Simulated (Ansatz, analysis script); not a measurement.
## SrMn2As2: exchange from constrained states

How well does a Heisenberg term describe SrMn2As2? One moment is turned under a constraint.

Main program and level: Ansatz 0.2.0; PBEsol, PAW set soft_1 (files made for PBE).

## (1) The structure

It takes space group P-3m1 (No. 164, trigonal). The conventional cell has a = 4.076 Å, b = 4.076 Å, c = 7.351 Å, α = 90.00°, β = 90.00°, γ = 120.00°. Sr has 6 As at 3.14 Å nearest. Nearest to Mn lie 4 As at 2.43 to 2.48 Å. As has 4 Mn at 2.43 to 2.48 Å and 3 Sr at 3.14 Å nearest. Farther neighbours are not listed.

Structure file:

```cif
data_structure
_symmetry_space_group_name_H-M 'P-3m1'
_symmetry_Int_Tables_number 164
_cell_length_a 4.0763
_cell_length_b 4.0763
_cell_length_c 7.3515
_cell_angle_alpha 90.000
_cell_angle_beta 90.000
_cell_angle_gamma 120.000
_cell_volume 105.79
loop_
_atom_site_label
_atom_site_type_symbol
_atom_site_symmetry_multiplicity
_atom_site_Wyckoff_symbol
_atom_site_fract_x
_atom_site_fract_y
_atom_site_fract_z
_atom_site_occupancy
Sr1 Sr 1 a 0.00000 0.00000 0.00000 1
Mn1 Mn 2 d 0.66667 0.33333 0.38768 1
As1 As 2 d 0.66667 0.33333 0.71796 1
```

The cell comes from the Materials Project, a database of computed structures, and the real compound, where it exists, may take another one.

The cell of this run holds 5 atoms, 2 of them with a starting moment; values «a cell» refer to the cell of the run in question.

## (2) Collinear start 1: ferro ++

The order that a run ends on hangs on its start, so several orders are typed and the lowest is carried on.

Contents of input.yaml:

```yaml
crystal:
  lattice:
    - [4.0763099881, 0.0, 0.0]
    - [-2.0381549941, 3.5301880034, 0.0]
    - [0.0, 0.0, 7.351467]
  atoms:
    - { symbol: Sr, position: [0.0, 0.0, 0.0] }
    - { symbol: Mn, position: [0.66666667, 0.33333333, 0.387683], spin: 3.5 }
    - { symbol: Mn, position: [0.33333333, 0.66666667, 0.612317], spin: 3.5 }
    - { symbol: As, position: [0.66666667, 0.33333333, 0.717957] }
    - { symbol: As, position: [0.33333333, 0.66666667, 0.282043] }
magnetization:
  spin_polarized: true
kpoints:
  mp_grid: { grid: [6, 6, 4] }
hamiltonian:
  xc: pbesol
  pseudopotentials: { kind: paw, azcp: { folder: soft_1 }, xc_functional: pbe }
scf:
  occupations: { method: fermi_dirac, width: 0.05 }
  max_iter: 120
  convergence: { dr2_threshold: 1.0e-08 }
  lower_state_search: "off"
output:
  write_density: true
  write_potential: true
  elf: true
  volumetric_format: npy
```

Command:

```bash
> ansatz run input.yaml --threads 4 --pin off --max-ram 8192MiB --backend cpu --events-out ev --progress --plain --runs-dir out
```

Numbers of over 12 decimals in the logs are rounded to 6 here.

The log of the run:

```text
Engine: ansatz 0.2.0, x86_64-unknown-linux-gnu
Pseudopotentials: kind: paw
Pseudopotential: Sr, paw, valence charge 10, recommended cutoff 420 eV (normal), soft_1/Sr.paw.azcp
Pseudopotential: Mn, paw, valence charge 15, recommended cutoff 420 eV (normal), soft_1/Mn.paw.azcp
Pseudopotential: As, paw, valence charge 15, recommended cutoff 420 eV (normal), soft_1/As.paw.azcp
Functional definition: PBEsol
  exchange = pbesol_x
  correlation = pbesol_c
Crystal: 5 atoms, lattice volume = 105.789 Å³
Basis set: ecut = 420 eV, 2053 PW (Γ)
Bands: 47, of which v1, the nominal top of the filled ones, is band 35 counted from 1 (34 counted from 0)
Symmetry: 12 space group operations
Space group: P-3m1 (ITA 164), of the structure as read, at distance tolerance 4.7e-5 Å
Magnetic group: BNS 164.85 (UNI 1315), of the structure as read, at distance tolerance 4.7e-5 Å
k-points: 24 of 144
Non-local potential: Sr, projectors of the file, l = 0: 3, l = 1: 2, l = 2: 2
Non-local potential: Mn, projectors of the file, l = 0: 3, l = 1: 2, l = 2: 3, l = 3: 1
Non-local potential: As, projectors of the file, l = 0: 2, l = 1: 2, l = 2: 3, l = 3: 1
PAW form: soft (Blöchl's): semilocal exchange-correlation on the pseudo side does not see the compensation charge
PAW frozen core: Sr, regenerated for the run's functional, and the local potential with it (the file was generated under x = pbe(κ = 0.804, μ = 0.219515), c = pbe(β = 0.066725))
PAW frozen core: Mn, regenerated for the run's functional, and the local potential with it (the file was generated under x = pbe(κ = 0.804, μ = 0.219515), c = pbe(β = 0.066725))
PAW frozen core: As, regenerated for the run's functional, and the local potential with it (the file was generated under x = pbe(κ = 0.804, μ = 0.219515), c = pbe(β = 0.066725))
PAW one-centre angular grid: Sr, 110 points (default); XC on 64 Gauss nodes
PAW one-centre angular grid: Mn, 590 points (default); XC on 64 Gauss nodes
PAW one-centre angular grid: As, 590 points (default); XC on 64 Gauss nodes
Initial density: superposition of atomic densities (chi_scale 0.1, normalization cell, long waves kept (reshape's long-wave potential 0.12 eV rms))
Starting moments: Σ|m| = 7 μB on 2 of 5 sites
Initial wavefunctions: pseudopotential atomic-orbital guess
Functional: x = pbesol(κ = 0.804, μ = 0.123457), c = pbesol(β = 0.046)
SCF iter   1: F=—  HF=-20859.289268 eV  |F-HF|=—  |Δ(HF+E_count)|=         —  Δρ=4.99e-2 (↑3.26e-2 ↓4.99e-2)  dr2=7.64e0  dr2_m=1.90e-1  M=5.826 μB ∫|m|=6.486 μB  β_m=0.30  ethr=3.10e-3  ⟨swp⟩=8.4  Hψ=10360  notcnv=0  defer=4
preconditioner: auto → Kerker (q_TF=auto, 2.547 Å⁻¹)  [metal: Δε(μ)=0.046 eV  Ē_g=9.519 eV  σ=0.050 eV  W_gap=0.23  n_scr=34 (ndim 8)  ℏωp=20.4 eV  f_vac=0.000  D(μ)=5.30/eV (n_scr^D=36)]
spin=Collinear: Kerker preconditioning applied to the charge; magnetization (m = ρ↑ − ρ↓) channel mixes plain (no charge-response kernel on spin).
SCF iter   2: F=—  HF=-20858.444052 eV  |F-HF|=—  |Δ(HF+E_count)|=   8.45e-1  Δρ=2.12e-2 (↑2.12e-2 ↓1.69e-2)  dr2=2.90e0  dr2_m=1.14e-1  M=6.159 μB ∫|m|=6.743 μB  β_m=0.30  ethr=3.10e-3  ⟨swp⟩=3.1  Hψ=4105  notcnv=0  defer=159
SCF iter   3: F=—  HF=-20858.167864 eV  |F-HF|=—  |Δ(HF+E_count)|=   2.76e-1  Δρ=1.79e-2 (↑1.40e-2 ↓1.79e-2)  dr2=1.55e0  dr2_m=1.00e-1  M=6.101 μB ∫|m|=6.707 μB  β_m=0.30  ethr=3.10e-3  ⟨swp⟩=2.0  Hψ=2582  notcnv=0  defer=162
Mixer restart at iter 3: flushing history
spin-set hold released at iteration 3 (the charge has settled, or the pull on large starting moments outlasts its swing): the magnetisation degrees of freedom join the quasi-Newton model from the next iteration; the mixer history was flushed
SCF iter   4: F=—  HF=-20858.016679 eV  |F-HF|=—  |Δ(HF+E_count)|=   1.51e-1  Δρ=1.37e-2 (↑1.19e-2 ↓1.37e-2)  dr2=1.00e0  dr2_m=7.25e-2  M=6.065 μB ∫|m|=6.666 μB  β_m=0.58  ethr=2.22e-3  ⟨swp⟩=2.0  Hψ=2394  notcnv=0  defer=162
SCF iter   5: F=—  HF=-20857.815487 eV  |F-HF|=—  |Δ(HF+E_count)|=   2.01e-1  Δρ=8.76e-3 (↑3.84e-3 ↓8.76e-3)  dr2=1.74e-1  dr2_m=8.14e-3  M=5.867 μB ∫|m|=6.476 μB  β_m=0.55  ethr=1.43e-3  ⟨swp⟩=3.5  Hψ=3661  notcnv=0  defer=165
SCF iter   6: F=—  HF=-20857.794403 eV  |F-HF|=—  |Δ(HF+E_count)|=   2.11e-2  Δρ=5.64e-3 (↑5.64e-3 ↓2.19e-3)  dr2=8.03e-2  dr2_m=4.33e-3  M=5.864 μB ∫|m|=6.442 μB  β_m=0.65  ethr=2.48e-4  ⟨swp⟩=3.2  Hψ=3782  notcnv=0  defer=169
SCF iter   7: F=—  HF=-20857.788110 eV  |F-HF|=—  |Δ(HF+E_count)|=   6.29e-3  Δρ=1.23e-3 (↑1.10e-3 ↓1.23e-3)  dr2=5.79e-3  dr2_m=5.81e-4  M=5.810 μB ∫|m|=6.384 μB  β_m=0.64  ethr=1.15e-4  ⟨swp⟩=2.0  Hψ=2701  notcnv=0  defer=172
SCF iter   8: F=—  HF=-20857.786929 eV  |F-HF|=—  |Δ(HF+E_count)|=   1.18e-3  Δρ=9.73e-4 (↑4.37e-4 ↓9.73e-4)  dr2=3.01e-3  dr2_m=1.14e-4  M=5.789 μB ∫|m|=6.361 μB  β_m=0.71  ethr=8.28e-6  ⟨swp⟩=2.0  Hψ=3371  notcnv=0  defer=172
SCF iter   9: F=—  HF=-20857.786799 eV  |F-HF|=—  |Δ(HF+E_count)|=   1.30e-4  Δρ=3.83e-4 (↑3.78e-4 ↓3.83e-4)  dr2=9.00e-4  dr2_m=2.15e-6  M=5.781 μB ∫|m|=6.350 μB  β_m=0.71  ethr=4.30e-6  ⟨swp⟩=1.8  Hψ=3051  notcnv=0  defer=172
SCF iter  10: F=—  HF=-20857.786760 eV  |F-HF|=—  |Δ(HF+E_count)|=   3.90e-5  Δρ=1.36e-4 (↑9.95e-5 ↓1.36e-4)  dr2=6.52e-5  dr2_m=6.74e-7  M=5.782 μB ∫|m|=6.349 μB  β_m=0.86  ethr=1.29e-6  ⟨swp⟩=2.0  Hψ=2378  notcnv=0  defer=172
SCF iter  11: F=—  HF=-20857.786770 eV  |F-HF|=—  |Δ(HF+E_count)|=   1.03e-5  Δρ=3.41e-5 (↑3.41e-5 ↓3.09e-5)  dr2=4.66e-6  dr2_m=3.52e-7  M=5.781 μB ∫|m|=6.348 μB  β_m=0.93  ethr=9.32e-8  ⟨swp⟩=2.0  Hψ=2440  notcnv=0  defer=172
SCF iter  12: F=—  HF=-20857.786768 eV  |F-HF|=—  |Δ(HF+E_count)|=   2.45e-6  Δρ=1.67e-5 (↑1.67e-5 ↓8.70e-6)  dr2=9.98e-7  dr2_m=5.17e-8  M=5.782 μB ∫|m|=6.349 μB  β_m=0.96  ethr=6.66e-9  ⟨swp⟩=2.0  Hψ=2590  notcnv=0  defer=172
SCF iter  13: F=—  HF=-20857.786768 eV  |F-HF|=—  |Δ(HF+E_count)|=   1.91e-8  Δρ=1.20e-5 (↑1.00e-5 ↓1.20e-5)  dr2=8.05e-7  dr2_m=2.37e-9  M=5.782 μB ∫|m|=6.349 μB  β_m=0.89  ethr=1.43e-9  ⟨swp⟩=2.0  Hψ=2606  notcnv=0  defer=172
SCF iter  14: F=—  HF=-20857.786768 eV  |F-HF|=—  |Δ(HF+E_count)|=   7.46e-8  Δρ=3.35e-6 (↑2.94e-6 ↓3.35e-6)  dr2=7.94e-8  dr2_m=1.54e-10  M=5.782 μB ∫|m|=6.349 μB  β_m=0.94  ethr=1.15e-9  ⟨swp⟩=1.1  Hψ=2092  notcnv=0  defer=172
SCF iter  15: F=-20857.786768 eV  HF=-20857.786768 eV  |F-HF|=1.00e-9  |Δ(HF+E_count)|=   6.37e-9  Δρ=4.36e-7 (↑4.36e-7 ↓3.19e-7)  dr2=1.42e-9  dr2_m=2.58e-11  M=5.782 μB ∫|m|=6.349 μB  ethr=1.43e-11  ⟨swp⟩=10.2  Hψ=8446  notcnv=0
SCF 1 converged in 15 iterations: F = -20857.786768 eV  dr2 = 1.42e-9
  greatest PAW one-centre occupation: 1.000 electrons in one spin orbital (limit 2), on the Mn atom at site 2 (counted from 0), in its partial waves of l = 0
SCF converged after 15 iterations
Magnetization: 5.7819 μB (37.8910 up, 32.1090 down)
Absolute magnetization: 6.3457 μB (∫|ρ↑−ρ↓|, with the PAW one-centre terms)
Spin contamination: 0.2113 ħ² per cell (⟨S²⟩ above its minimum at these occupations)
Per-site moments (μB) at R_I (Å): [(0.0095147, 1.293822), (2.725557, 1.001549), (2.725557, 1.001549), (-0.088941, 1.001549), (-0.088941, 1.001549)]
Free energy (F): -20857.786768 eV
Harris-Foulkes:  -20857.786768 eV  (|F-HF|=1.00e-9)
Internal energy: -20857.752871 eV  (E = F + TS)
E sigma→0 (E₀):  -20857.769819 eV
Entropy (-TS):   -0.033897 eV (-6.779 meV/atom)
Fermi energy:    10.514784 eV
--- Per-component energies (eV) ---
  E_band       = -1123.181048
  E_kinetic    = 1064.478811
  E_local      = -11021.471066  (includes V_loc(G=0)·N_el)
  E_nonlocal   = 377.146023
  E_hartree    = 5006.123289
  E_xc         = -529.556138
  E_vxc        = -579.995914  (∫ρ·V_xc dr)
  E_paw        = -9182.708583  (= ΣΔE_a)
  E_vpaw       = -975.588800  (= ΣTr[D̂ρ^β])
  E_aug_tail   = 0.000155  (compensation charges beyond the density's cutoff)
  E_ewald      = -6574.171872
  E_core_change = 2.406510  (= ΣΔE_core)
  E_smearing   = -0.033897  (= −TS)
  E_closure    = 0.000000  (closes the sum)
  Σ components = -20857.786768   (vs F -20857.786768, Δ=0.00e0)
--- Band table (eV; the first three rows and the last of 48) ---
  k-point 0 ↑: bands = [... 31 lower, 8.5053, 8.9393, 9.3445, 9.3445, 11.2920, 11.2920, 11.8188, 12.1843, ... 8 higher]
  k-point 1 ↑: bands = [... 31 lower, 8.5340, 8.9311, 9.3204, 9.3204, 10.8648, 11.3941, 11.3941, 12.2543, ... 8 higher]
  k-point 2 ↑: bands = [... 31 lower, 8.5636, 8.9234, 9.2956, 9.2956, 10.4329, 11.6194, 11.6194, 11.8548, ... 8 higher]
  k-point 23 ↓: bands = [... 31 lower, 10.4857, 10.6289, 10.6289, 11.4403, 11.8039, 11.8039, 12.3095, 12.3095, ... 8 higher]
```

Elapsed: 3.5 s, on 4 threads of Intel Xeon 6975P-C (Granite Rapids), shared host; peak memory 0.58 GiB; 10 s of CPU time.

It ends ferromagnetic, with 2.73 μB on the largest site.

## (3) Collinear start 2: antiferro +-

The density is converged from the given moments; the state reached depends on that start.

input.yaml, the sections that differ from step 2:

```yaml
crystal:
  lattice:
    - [4.0763099881, 0.0, 0.0]
    - [-2.0381549941, 3.5301880034, 0.0]
    - [0.0, 0.0, 7.351467]
  atoms:
    - { symbol: Sr, position: [0.0, 0.0, 0.0] }
    - { symbol: Mn, position: [0.66666667, 0.33333333, 0.387683], spin: 3.5 }
    - { symbol: Mn, position: [0.33333333, 0.66666667, 0.612317], spin: -3.5 }
    - { symbol: As, position: [0.66666667, 0.33333333, 0.717957] }
    - { symbol: As, position: [0.33333333, 0.66666667, 0.282043] }
# magnetization, kpoints, hamiltonian, scf: as in step 2
# output: removed
```

The log of the run:

```text
[...]
Crystal: 5 atoms, lattice volume = 105.789 Å³
Basis set: ecut = 420 eV, 2053 PW (Γ)
Bands: 47, of which v1, the nominal top of the filled ones, is band 35 counted from 1 (34 counted from 0)
Symmetry: 6 space group operations
[...]
k-points: 24 of 144 (time reversal used)
[...]
Starting moments: Σ|m| = 7 μB on 2 of 5 sites
[...]
Absolute magnetization: 7.5972 μB (∫|ρ↑−ρ↓|, with the PAW one-centre terms)
[...]
Per-site moments (μB) at R_I (Å): [(-1.89452748530362e-7, 1.293822), (3.286179, 1.001549), (-3.286185, 1.001549), (0.013186, 1.001549), (-0.013184, 1.001549)]
Free energy (F): -20858.298577 eV
[...]
Internal energy: -20858.279081 eV  (E = F + TS)
E sigma→0 (E₀):  -20858.288829 eV
Entropy (-TS):   -0.019496 eV (-3.899 meV/atom)
Fermi energy:    10.766818 eV
[...]
[key lines of the parts left out:]
SCF converged after 18 iterations
Magnetization: -0.0000 μB (35.0000 up, 35.0000 down)
```

Run time: 3.9 s. Hardware: 4 threads; peak memory 0.55 GiB; 15 s of CPU time.

It ends antiferromagnetic, with 3.29 μB on the largest site.

For the largest spin moment in the atom's sphere, step 2 gave 2.73 μB; this run, with antiferromagnetic and initial order antiferro +-, gives 3.29 μB (+21 %).

## (4) The collinear states

```tsv
typed order	atoms	final state	energy (meV/atom)	largest moment (μB)
ferro ++	5	ferromagnetic	102.36	2.73
antiferro +-	5	antiferromagnetic	0.00	3.29
```

The session goes on from the lowest state with moments found, typed antiferro +-.

Spin moment in the atom's sphere by atom:

```tsv
atom	spin moment in the atom's sphere (μB)
Sr1	0.00
Mn2	3.29
Mn3	-3.29
As4	0.01
As5	-0.01
```

Tables count atoms from 1; parts of the log count from 0.

## (5) The same state on a denser mesh

Levels at the Fermi energy are partly filled, so moments and energy differences can hang on the k-mesh, and the state is solved again on a denser one.

input.yaml, the sections that differ from step 3:

```yaml
crystal:
  lattice:
    - [4.0763099881, 0.0, 0.0]
    - [-2.0381549941, 3.5301880034, 0.0]
    - [0.0, 0.0, 7.351467]
  atoms:
    - { symbol: Sr, position: [0.0, 0.0, 0.0] }
    - { symbol: Mn, position: [0.66666667, 0.33333333, 0.387683], spin: 3.29 }
    - { symbol: Mn, position: [0.33333333, 0.66666667, 0.612317], spin: -3.29 }
    - { symbol: As, position: [0.66666667, 0.33333333, 0.717957] }
    - { symbol: As, position: [0.33333333, 0.66666667, 0.282043] }
kpoints:
  mp_grid: { grid: [11, 11, 6] }
basis:
  ecutwfc: 420.0
checkpoint:
  read: start
  write: ck
  compress: false
  write_wavefunctions: false
  write_every: 100000
# magnetization, hamiltonian, scf: as in step 3
```

The log of the run:

```text
[...]
Absolute magnetization: 7.5812 μB (∫|ρ↑−ρ↓|, with the PAW one-centre terms)
[...]
Per-site moments (μB) at R_I (Å): [(-1.6927322862161055e-8, 1.293822), (3.280189, 1.001549), (-3.280188, 1.001549), (0.014122, 1.001549), (-0.014123, 1.001549)]
Free energy (F): -20858.295543 eV
[...]
Internal energy: -20858.274216 eV  (E = F + TS)
E sigma→0 (E₀):  -20858.284879 eV
Entropy (-TS):   -0.021327 eV (-4.265 meV/atom)
Fermi energy:    10.770302 eV
[...]
[key lines of the parts left out:]
SCF converged after 8 iterations
Magnetization: 0.0000 μB (35.0000 up, 35.0000 down)
```

It took 8.2 s on 4 threads; peak memory 0.86 GiB.

Spin moment in the atom's sphere by atom:

```tsv
atom	spin moment in the atom's sphere (μB)
Sr1	0.00
Mn2	3.28
Mn3	-3.28
As4	0.01
As5	-0.01
```

The run ends antiferromagnetic, with a net moment of 0 μB a cell.

[end of part 1 of 2]

[Logs and program files are shortened in this print: banners, set-up blocks, solver, clock and traceback lines can be left out without a mark of their own.]

[Logs are printed without paths, hosts, clocks, repeated set-up lines and the standing remarks that a program may print on its own settings, such as how far it seeks lower states.]

[Hosts, paths, dates, database ids (printed as entryN), source tags and the programs' standing remarks are cut or masked in the printed files.]
